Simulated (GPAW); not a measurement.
**Core-hole calculation of the Ru L₃ edge in Ru (Ruthenium, P6_3/mmc)**

Aim: the dependence of the Ru L₃ near-edge features of Ru (Ruthenium, P6_3/mmc) on volume.

Calculated with GPAW 26.7.0; X-ray absorption from dipole matrix elements to empty bands, plane-wave PAW PBE.

Report form: the programs' logs are mostly left out.

## (1) The starting structure

It takes space group P6_3/mmc (No. 194, hexagonal). Conventional cell: a = 2.706 Å, b = 2.706 Å, c = 4.282 Å, α = 90.00°, β = 90.00°, γ = 120.00°. Nearest to Ru lie 12 Ru at 2.65 to 2.71 Å.

## (2) Ground state of the crystal

A plain self-consistent run shows whether there is a gap, which decides the set-up of the core-hole run.

scf.py

```python
import numpy as np
from ase import Atoms
from ase.parallel import parprint, paropen
from gpaw import GPAW, PW, FermiDirac, Mixer, MixerDif, setup_paths
from gpaw.test import gen
setup_paths.insert(0, '.')
gen('Ru', name='nch2p', xcname='PBE', corehole=(2, 1, 0), write_xml=True)
from gpaw.mpi import world
world.barrier()

atoms = Atoms('Ru2',
    cell=[[2.7058, 0, 0],
     [-1.3529, 2.34329154, 0],
     [0, 0, 4.2819]],
    scaled_positions=[[0.66666667, 0.33333333, 0.75],
     [0.33333333, 0.66666667, 0.25]],
    pbc=True)
atoms.calc = calc = GPAW(legacy_gpaw=True, mode=PW(430), xc='PBE', setups={0: 'nch2p'},
    kpts={'size': (10, 10, 6), 'gamma': True}, occupations=FermiDirac(0.05),
    charge=0, mixer=Mixer(0.1, 5, 50), maxiter=150,
    convergence={'density': 0.0001}, txt='scf.txt')
energy = atoms.get_potential_energy() + calc.get_reference_energy()
ef = calc.get_fermi_level()
out = dict(energy=energy, fermi=ef, forces=atoms.get_forces().tolist())
parprint(f'all-electron energy {energy:.4f} eV, Fermi level {ef:.4f} eV')
ev = np.array([[calc.get_eigenvalues(k, s) for k in range(len(calc.get_ibz_k_points()))] for s in range(calc.get_number_of_spins())])
out['homo'], out['lumo'], out['counts'] = ev[ev < ef].max(), ev[ev > ef].min(), sorted(set((ev < ef).sum((0, 2)).tolist()))
out['filled'] = (ev[:, 0] < ef).sum(1).tolist()
import json
with paropen('out.json', 'w') as f:
    json.dump(out, f)
```

On the command line:

```bash
$ OMP_NUM_THREADS=1 mpirun -n 2 gpaw python scf.py
```

Elapsed: 13 s, on 2 MPI ranks of Arm Neoverse V2, shared host; peak memory 0.18 GiB; 27 s of CPU time.

The mesh shows no gap, so the system is treated as a metal and the core electron is put at the Fermi level (neutral cell).

## (3) Supercell without a hole, the energy reference

The photon energy needs a difference of total energies, so the cell and mesh of the coming hole run are first run without a hole.

scf.py, as its differences from that of step 2:

```diff
@@ -10,11 +10,25 @@
 
-atoms = Atoms('Ru2',
-    cell=[[2.7058, 0, 0],
-     [-1.3529, 2.34329154, 0],
-     [0, 0, 4.2819]],
-    scaled_positions=[[0.66666667, 0.33333333, 0.75],
-     [0.33333333, 0.66666667, 0.25]],
+atoms = Atoms('Ru16',
+    cell=[[0, -4.68658308, -4.2819],
+     [0, 4.68658308, -4.2819],
+     [5.4116, 0, 4.2819]],
+    scaled_positions=[[0.66666667, 0.83333333, 0.25],
+     [0.16666667, 0.33333333, 0.25],
+     [0.91666667, 0.08333333, 0.75],
+     [0.54166667, 0.20833333, 0.5],
+     [0.29166667, 0.95833333, 0],
+     [0.41666667, 0.58333333, 0.75],
+     [0.04166667, 0.70833333, 0.5],
+     [0.79166667, 0.45833333, 0],
+     [0.70833333, 0.04166667, 0],
+     [0.20833333, 0.54166667, 0],
+     [0.95833333, 0.29166667, 0.5],
+     [0.58333333, 0.41666667, 0.25],
+     [0.33333333, 0.16666667, 0.75],
+     [0.45833333, 0.79166667, 0.5],
+     [0.08333333, 0.91666667, 0.25],
+     [0.83333333, 0.66666667, 0.75]],
     pbc=True)
 atoms.calc = calc = GPAW(legacy_gpaw=True, mode=PW(430), xc='PBE', setups={0: 'nch2p'},
-    kpts={'size': (10, 10, 6), 'gamma': True}, occupations=FermiDirac(0.05),
+    kpts={'size': (3, 3, 3), 'gamma': True}, occupations=FermiDirac(0.1),
     charge=0, mixer=Mixer(0.1, 5, 50), maxiter=150,
```

The job ended after 3.2 min (2 MPI ranks; peak memory 0.45 GiB; 6.5 min of CPU time).

Reference energy: -1972072.596 eV with the cores included.

## (4) Spectrum with XCH, Ru atom 1

The holes are 6.3 Å apart. In GPAW the data set carries the hole's charge, so charge=0 means a charged cell and charge=-1 a neutral one. The excited electron is kept in the cell, where it fills the lowest empty states and screens the hole. After the field has converged, empty bands are computed with the density fixed and the dipole matrix elements are summed.

The absorber has 6 Ru at 2.65 Å and 6 Ru at 2.71 Å (anticuboctahedral, as in hcp, site symmetry -6m2).

xas.py

```python
import numpy as np
from ase import Atoms
from ase.parallel import parprint, paropen
from gpaw import GPAW, PW, FermiDirac, Mixer, MixerDif, setup_paths
from gpaw.test import gen
setup_paths.insert(0, '.')
gen('Ru', name='fch2p', xcname='PBE', corehole=(2, 1, 1), write_xml=True)
from gpaw.mpi import world
world.barrier()

atoms = Atoms('Ru16',
    cell=[[0, -4.68658308, -4.2819],
     [0, 4.68658308, -4.2819],
     [5.4116, 0, 4.2819]],
    scaled_positions=[[0.66666667, 0.83333333, 0.25],
     [0.16666667, 0.33333333, 0.25],
     [0.91666667, 0.08333333, 0.75],
     [0.54166667, 0.20833333, 0.5],
     [0.29166667, 0.95833333, 0],
     [0.41666667, 0.58333333, 0.75],
     [0.04166667, 0.70833333, 0.5],
     [0.79166667, 0.45833333, 0],
     [0.70833333, 0.04166667, 0],
     [0.20833333, 0.54166667, 0],
     [0.95833333, 0.29166667, 0.5],
     [0.58333333, 0.41666667, 0.25],
     [0.33333333, 0.16666667, 0.75],
     [0.45833333, 0.79166667, 0.5],
     [0.08333333, 0.91666667, 0.25],
     [0.83333333, 0.66666667, 0.75]],
    pbc=True)
atoms.calc = calc = GPAW(legacy_gpaw=True, mode=PW(430), xc='PBE', setups={0: 'fch2p'},
    kpts={'size': (3, 3, 3), 'gamma': True}, occupations=FermiDirac(0.1),
    charge=-1, mixer=Mixer(0.1, 5, 50), maxiter=150,
    convergence={'density': 0.0001}, txt='scf.txt')
energy = atoms.get_potential_energy() + calc.get_reference_energy()
ef = calc.get_fermi_level()
out = dict(energy=energy, fermi=ef, forces=atoms.get_forces().tolist())
parprint(f'all-electron energy {energy:.4f} eV, Fermi level {ef:.4f} eV')
ev = np.array([[calc.get_eigenvalues(k, s) for k in range(len(calc.get_ibz_k_points()))] for s in range(calc.get_number_of_spins())])
out['homo'], out['lumo'], out['counts'] = ev[ev < ef].max(), ev[ev > ef].min(), sorted(set((ev < ef).sum((0, 2)).tolist()))
out['filled'] = (ev[:, 0] < ef).sum(1).tolist()

from ase.units import Ha
from gpaw.xas import dipole_matrix_elements
nb = int(calc.get_number_of_electrons() / 2) + 212
top, nb = nb, nb + 8 + nb // 12
nscf = calc.fixed_density(kpts={'size': (3, 3, 3), 'gamma': True}, nbands=nb,
    convergence={'bands': top, 'eigenstates': 1e-5}, maxiter=60, txt='nscf.txt')
cell = atoms.cell.array
ops = [cell.T @ U.T @ np.linalg.inv(cell.T) for U in nscf.wfs.kd.symmetry.op_scc]
E = np.arange(-6, 34, 0.1)
fwhm = np.interp(E, [4, 25], [2, 3.5])
Y, X, zero, highest = 0, 0, 1e9, 1e9
for spin in range(nscf.get_number_of_spins()):
    wfs = nscf.wfs
    A = dipole_matrix_elements(wfs.setups[0])
    eps = np.zeros((wfs.kd.nibzkpts, nb))
    d = np.zeros((3, A.shape[1], wfs.kd.nibzkpts, nb), complex)
    for kpt in wfs.kpt_u:
        if kpt.s == spin and 0 in kpt.P_ani:
            eps[kpt.k] = kpt.eps_n * Ha
            d[:, :, kpt.k] = (kpt.weight * wfs.nspins / 2) ** 0.5 * np.inner(A, kpt.P_ani[0])
    world.sum(eps)
    world.sum(d)
    T = np.einsum('amkn,bmkn->abkn', d, d.conj()).real
    T = sum(np.einsum('ai,ijkn,bj->abkn', R, T, R) for R in ops) / len(ops)
    empty = eps > ef
    zero, highest = min(zero, eps[empty].min()), min(highest, eps[:, top - 1].min())
    lines = [(eps, T, empty)] if spin == 0 else lines + [(eps, T, empty)]
for eps, T, empty in lines:
    f = np.einsum('aakn->akn', T).reshape(3, -1)
    x = eps.ravel() - zero
    w = np.interp(x, E, fwhm) / 2.35482
    g = np.exp(-0.5 * ((E[:, None] - x) / w) ** 2) / (w * (2 * np.pi) ** 0.5)
    Y = Y + (f * empty.ravel()) @ g.T
    X = X + (f * ~empty.ravel()) @ g.T
out.update(E=E.round(2).tolist(), xas=Y.tolist(), xes=X.tolist(), zero=zero, valid=highest - zero, nk=len(eps), nb=nb)
for i in range(0, len(E), 10):
    parprint(f'{E[i]:7.2f}', *(f'{v:10.3e}' for v in Y[:, i]))
import json
with paropen('out.json', 'w') as f:
    json.dump(out, f)
```

On the command line:

```bash
$ OMP_NUM_THREADS=1 mpirun -n 2 gpaw python xas.py
```

Run time: 11 min. Hardware: 2 MPI ranks; peak memory 0.77 GiB.

The Ru L₃ spectrum, Ru atom 1, excited-electron core hole (neutral cell) (energy from the lowest empty level; intensity scaled to a mean of 1 over the first 20 eV; polarised curves are means over the symmetry-equivalent atoms):

```csv
E (eV),isotropic,ε ⊥ c,ε ∥ c
-2.0,0.03,0.04,0.03
-1.0,0.51,0.53,0.48
0.0,2.42,2.45,2.38
1.0,3.91,3.87,3.98
2.0,2.45,2.41,2.52
3.0,0.96,0.96,0.97
4.0,0.57,0.58,0.56
5.0,0.52,0.52,0.51
6.0,0.51,0.51,0.52
7.0,0.43,0.41,0.47
8.0,0.30,0.28,0.34
9.0,0.33,0.33,0.35
10.0,0.60,0.61,0.58
11.0,0.88,0.90,0.83
12.0,0.94,0.95,0.92
13.0,0.84,0.84,0.85
14.0,0.83,0.83,0.82
15.0,0.93,0.94,0.89
16.0,0.97,0.99,0.92
17.0,0.91,0.91,0.89
18.0,0.81,0.79,0.85
19.0,0.70,0.68,0.76
20.0,0.59,0.58,0.63
21.0,0.52,0.52,0.53
22.0,0.52,0.52,0.51
23.0,0.55,0.55,0.55
24.0,0.58,0.57,0.60
25.0,0.61,0.59,0.65
26.0,0.65,0.64,0.68
27.0,0.70,0.70,0.70
28.0,0.75,0.77,0.70
29.0,0.77,0.81,0.70
30.0,0.76,0.79,0.70
31.0,0.70,0.71,0.68
32.0,0.61,0.60,0.63
```

Main maxima below 30 eV (height): 1.0 eV (3.91), 11.8 eV (0.95), 15.8 eV (0.97) and 29.2 eV (0.77). At an L edge the dipole rule selects empty d (and weakly s) states on the absorber, and the strong line at the onset measures the empty part of its d band.

The energy difference (zero at 2871 eV) isn't read as a photon energy: for so heavy an absorber the terms left out (core spin–orbit splitting, the hole's spin, the functional's error) amount to tens of eV or more.

## (5) Reference energy of the supercell

The cell changes for the next run, so it gets a reference energy of its own.

The cell differs from the one that the last finished run ended in (a 6.348 → 6.152 Å, b 6.348 → 6.152 Å, c 6.901 → 6.687 Å).

scf.py, as its differences from that of step 3:

```diff
@@ -11,5 +11,5 @@
 atoms = Atoms('Ru16',
-    cell=[[0, -4.68658308, -4.2819],
-     [0, 4.68658308, -4.2819],
-     [5.4116, 0, 4.2819]],
+    cell=[[0, -4.54154321, -4.14938422],
+     [0, 4.54154321, -4.14938422],
+     [5.24412239, 0, 4.14938422]],
     scaled_positions=[[0.66666667, 0.83333333, 0.25],
```

On the command line:

```bash
$ OMP_NUM_THREADS=1 mpirun -n 2 gpaw python scf.py
```

Run time: 2.8 min. Hardware: 2 MPI ranks; peak memory 0.43 GiB; 5.5 min of CPU time.

Reference energy: -1972069.955 eV with the cores included.

## (6) Spectrum with XCH, Ru atom 1

Shorter bonds are expected to push antibonding states and scattering resonances up, and longer ones down; the cell is scaled to test that.

Changed against the first core-hole run: volume scale from 1 to 0.91.

xas.py, as its differences from that of step 4:

```diff
@@ -11,5 +11,5 @@
 atoms = Atoms('Ru16',
-    cell=[[0, -4.68658308, -4.2819],
-     [0, 4.68658308, -4.2819],
-     [5.4116, 0, 4.2819]],
+    cell=[[0, -4.54154321, -4.14938422],
+     [0, 4.54154321, -4.14938422],
+     [5.24412239, 0, 4.14938422]],
     scaled_positions=[[0.66666667, 0.83333333, 0.25],
@@ -45,3 +45,3 @@
 from gpaw.xas import dipole_matrix_elements
-nb = int(calc.get_number_of_electrons() / 2) + 212
+nb = int(calc.get_number_of_electrons() / 2) + 200
 top, nb = nb, nb + 8 + nb // 12
```

On the command line:

```bash
$ OMP_NUM_THREADS=1 mpirun -n 2 gpaw python xas.py
```

The job ended after 10 min (2 MPI ranks; peak memory 0.72 GiB).

```csv
E (eV),first run,this run
-2.0,0.03,0.03
-1.0,0.51,0.43
0.0,2.42,2.10
1.0,3.91,3.73
2.0,2.45,2.71
3.0,0.96,1.12
4.0,0.57,0.59
5.0,0.52,0.49
6.0,0.51,0.49
7.0,0.43,0.48
8.0,0.30,0.38
9.0,0.33,0.27
10.0,0.60,0.32
11.0,0.88,0.57
12.0,0.94,0.87
13.0,0.84,0.98
14.0,0.83,0.93
15.0,0.93,0.93
16.0,0.97,0.98
17.0,0.91,0.95
18.0,0.81,0.88
19.0,0.70,0.81
20.0,0.59,0.73
21.0,0.52,0.62
22.0,0.52,0.53
23.0,0.55,0.51
24.0,0.58,0.53
25.0,0.61,0.56
26.0,0.65,0.59
27.0,0.70,0.62
28.0,0.75,0.66
29.0,0.77,0.71
30.0,0.76,0.74
31.0,0.70,0.76
32.0,0.61,0.73
```

Against the first run the r.m.s. difference is 11 %. The highest intensity below 24 eV goes from 1.0 eV (3.91) to 1.2 eV (3.74).

The photon energy of the zero moves by +0.03 eV.

## (7) Reference energy of the supercell

The cell differs from the one that the last finished run ended in (a 6.152 → 6.219 Å, b 6.152 → 6.219 Å, c 6.687 → 6.760 Å).

scf.py, as its differences from that of step 5:

```diff
@@ -11,5 +11,5 @@
 atoms = Atoms('Ru16',
-    cell=[[0, -4.54154321, -4.14938422],
-     [0, 4.54154321, -4.14938422],
-     [5.24412239, 0, 4.14938422]],
+    cell=[[0, -4.59091168, -4.19448976],
+     [0, 4.59091168, -4.19448976],
+     [5.30112819, 0, 4.19448976]],
     scaled_positions=[[0.66666667, 0.83333333, 0.25],
```

On the command line:

```bash
$ OMP_NUM_THREADS=1 mpirun -n 2 gpaw python scf.py
```

It took 3.5 min on 2 MPI ranks; peak memory 0.44 GiB; 7 min of CPU time.

Reference energy: -1972071.376 eV with the cores included.

## (8) Spectrum with XCH, Ru atom 1

Changed against the first core-hole run: volume scale from 1 to 0.94.

xas.py, as its differences from that of step 6:

```diff
@@ -11,5 +11,5 @@
 atoms = Atoms('Ru16',
-    cell=[[0, -4.54154321, -4.14938422],
-     [0, 4.54154321, -4.14938422],
-     [5.24412239, 0, 4.14938422]],
+    cell=[[0, -4.59091168, -4.19448976],
+     [0, 4.59091168, -4.19448976],
+     [5.30112819, 0, 4.19448976]],
     scaled_positions=[[0.66666667, 0.83333333, 0.25],
@@ -45,3 +45,3 @@
 from gpaw.xas import dipole_matrix_elements
-nb = int(calc.get_number_of_electrons() / 2) + 200
+nb = int(calc.get_number_of_electrons() / 2) + 204
 top, nb = nb, nb + 8 + nb // 12
```

On the command line:

```bash
$ OMP_NUM_THREADS=1 mpirun -n 2 gpaw python xas.py
```

Run time: 11 min. Hardware: 2 MPI ranks; peak memory 0.74 GiB; 22 min of CPU time.

```csv
E (eV),first run,this run
-2.0,0.03,0.03
-1.0,0.51,0.45
0.0,2.42,2.21
1.0,3.91,3.80
2.0,2.45,2.62
3.0,0.96,1.06
4.0,0.57,0.58
5.0,0.52,0.50
6.0,0.51,0.50
7.0,0.43,0.47
8.0,0.30,0.35
9.0,0.33,0.27
10.0,0.60,0.39
11.0,0.88,0.69
12.0,0.94,0.93
13.0,0.84,0.95
14.0,0.83,0.88
15.0,0.93,0.91
16.0,0.97,0.97
17.0,0.91,0.94
18.0,0.81,0.86
19.0,0.70,0.78
20.0,0.59,0.68
21.0,0.52,0.57
22.0,0.52,0.51
23.0,0.55,0.52
24.0,0.58,0.54
25.0,0.61,0.57
26.0,0.65,0.60
27.0,0.70,0.65
28.0,0.75,0.69
29.0,0.77,0.73
30.0,0.76,0.76
31.0,0.70,0.75
32.0,0.61,0.70
```

Against the first run the r.m.s. difference is 8 %. The highest intensity below 24 eV stays at 1.0 eV.

The photon energy of the zero moves by +0.03 eV.

## (9) Reference energy of the supercell

The cell differs from the one that the last finished run ended in (a 6.219 → 6.473 Å, b 6.219 → 6.473 Å, c 6.760 → 7.036 Å).

scf.py, as its differences from that of step 7:

```diff
@@ -11,5 +11,5 @@
 atoms = Atoms('Ru16',
-    cell=[[0, -4.59091168, -4.19448976],
-     [0, 4.59091168, -4.19448976],
-     [5.30112819, 0, 4.19448976]],
+    cell=[[0, -4.7785002, -4.36588014],
+     [0, 4.7785002, -4.36588014],
+     [5.51773675, 0, 4.36588014]],
     scaled_positions=[[0.66666667, 0.83333333, 0.25],
```

On the command line:

```bash
$ OMP_NUM_THREADS=1 mpirun -n 2 gpaw python scf.py
```

Wall time 3.6 min (2 MPI ranks); peak memory 0.46 GiB.

Reference energy: -1972072.195 eV with the cores included.

## (10) Spectrum with XCH, Ru atom 1

Changed against the first core-hole run: volume scale from 1 to 1.06.

xas.py, as its differences from that of step 8:

```diff
@@ -11,5 +11,5 @@
 atoms = Atoms('Ru16',
-    cell=[[0, -4.59091168, -4.19448976],
-     [0, 4.59091168, -4.19448976],
-     [5.30112819, 0, 4.19448976]],
+    cell=[[0, -4.7785002, -4.36588014],
+     [0, 4.7785002, -4.36588014],
+     [5.51773675, 0, 4.36588014]],
     scaled_positions=[[0.66666667, 0.83333333, 0.25],
@@ -45,3 +45,3 @@
 from gpaw.xas import dipole_matrix_elements
-nb = int(calc.get_number_of_electrons() / 2) + 204
+nb = int(calc.get_number_of_electrons() / 2) + 220
 top, nb = nb, nb + 8 + nb // 12
```

On the command line:

```bash
$ OMP_NUM_THREADS=1 mpirun -n 2 gpaw python xas.py
```

It took 12 min on 2 MPI ranks; peak memory 0.8 GiB.

```csv
E (eV),first run,this run
-2.0,0.03,0.04
-1.0,0.51,0.58
0.0,2.42,2.64
1.0,3.91,3.99
2.0,2.45,2.30
3.0,0.96,0.90
4.0,0.57,0.58
5.0,0.52,0.54
6.0,0.51,0.51
7.0,0.43,0.38
8.0,0.30,0.31
9.0,0.33,0.48
10.0,0.60,0.79
11.0,0.88,0.94
12.0,0.94,0.85
13.0,0.84,0.77
14.0,0.83,0.84
15.0,0.93,0.95
16.0,0.97,0.95
17.0,0.91,0.86
18.0,0.81,0.74
19.0,0.70,0.63
20.0,0.59,0.54
21.0,0.52,0.52
22.0,0.52,0.55
23.0,0.55,0.58
24.0,0.58,0.61
25.0,0.61,0.66
26.0,0.65,0.71
27.0,0.70,0.76
28.0,0.75,0.79
29.0,0.77,0.78
30.0,0.76,0.71
31.0,0.70,0.62
32.0,0.61,0.54
```

The scaled spectrum changes by 7 % r.m.s. The highest intensity below 24 eV goes from 1.0 eV (3.91) to 0.8 eV (3.99).

The photon energy of the zero moves by -0.04 eV.

## (11) The volumes side by side

```csv
volume,nearest distance (Å),shift of the zero (eV),maximum 1 (eV above own zero),maximum 2 (eV above own zero)
0.91,2.568,+0.03,1.2,13.0
0.94,2.596,+0.03,1.0,12.6
1,2.650,+0.00,1.0,11.8
1.06,2.702,-0.04,0.8,11.0
```

The curves, each shifted by its zero's change so that they share one photon-energy axis, counted from the zero at V × 1:

```csv
E (eV),V × 0.91,V × 0.94,V × 1,V × 1.06
-2.0,0.03,0.03,0.03,0.05
-1.0,0.40,0.43,0.51,0.63
0.0,2.03,2.15,2.42,2.73
1.0,3.71,3.78,3.91,3.96
2.0,2.77,2.67,2.45,2.23
3.0,1.15,1.08,0.96,0.88
4.0,0.60,0.59,0.57,0.58
5.0,0.49,0.50,0.52,0.54
6.0,0.49,0.50,0.51,0.51
7.0,0.48,0.47,0.43,0.38
8.0,0.39,0.35,0.30,0.31
9.0,0.27,0.27,0.33,0.49
10.0,0.31,0.39,0.60,0.80
11.0,0.56,0.69,0.88,0.94
12.0,0.86,0.93,0.94,0.85
13.0,0.98,0.95,0.84,0.77
14.0,0.93,0.88,0.83,0.84
15.0,0.93,0.91,0.93,0.96
16.0,0.98,0.97,0.97,0.95
17.0,0.95,0.94,0.91,0.85
18.0,0.88,0.86,0.81,0.74
19.0,0.82,0.78,0.70,0.63
20.0,0.73,0.68,0.59,0.54
21.0,0.62,0.57,0.52,0.52
22.0,0.53,0.51,0.52,0.55
23.0,0.51,0.52,0.55,0.58
24.0,0.53,0.54,0.58,0.61
25.0,0.56,0.57,0.61,0.66
26.0,0.58,0.60,0.65,0.71
27.0,0.62,0.65,0.70,0.76
28.0,0.66,0.69,0.75,0.79
29.0,0.70,0.73,0.77,0.77
30.0,0.74,0.76,0.76,0.71
31.0,0.76,0.75,0.70,0.62
32.0,0.73,0.70,0.61,0.54
```

## (12) Summary of results

```yaml
absorber_and_edge: Ru L₃, atom 1 of the ground-state input (counted from 1)
surroundings: 6 Ru at 2.65 Å and 6 Ru at 2.71 Å (anticuboctahedral, as in hcp, site symmetry -6m2)
highest_intensity_below_24_ev: 1.0 eV above the zero, height 3.91
```

What this shows: From V × 0.91 to V × 1.06 the nearest distance grows by 0.134 Å and the zero moves by -0.07 eV. Above their own zero, the maxima move from 1.2 to 0.8 eV and from 13.0 to 11.0 eV. The one highest in energy moves most, in the direction that the rule ΔE·R² ≈ constant for scattering resonances gives. The Ru L₃ edge of atom 1, with 6 Ru at 2.65 Å and 6 Ru at 2.71 Å (anticuboctahedral, as in hcp, site symmetry -6m2), has its highest intensity of the first 24 eV at 1.0 eV above the zero, 3.9 times the mean level of the first 20 eV (Gaussian full width 2 eV up to 4 eV, rising linearly to 3.5 eV at 25 eV). Only the L₃ part is meant: spin–orbit coupling of the core level isn't computed and the L₂ copy isn't added. The script folds with a Gaussian, whereas the core hole's own line is a Lorentzian, so the onset is too steep and the first peak too high. The holes are only 6.3 Å apart, so the shape is probably not converged with cell size; no larger cell was run here. The mesh is coarse (0.39 Å⁻¹ between points), so small maxima may be mesh ripples. The structure is a published determination, not relaxed.

[Logs are printed without paths, hosts, clocks, repeated set-up lines and the standing remarks that a program may print on its own settings, such as how far it seeks lower states.]

[Hosts, paths, dates, database ids (printed as entryN), source tags and the programs' standing remarks are cut or masked in the printed files.]

[Lists of maxima count a maximum above −3 eV only where it reaches 4 % of the highest in the window and stands out from its surroundings by 2 % of it (1.5 % where it reaches 55 %); shoulders and weaker maxima are passed over, and of the rest the first, up to two pre-edge ones and the few strongest are named.]
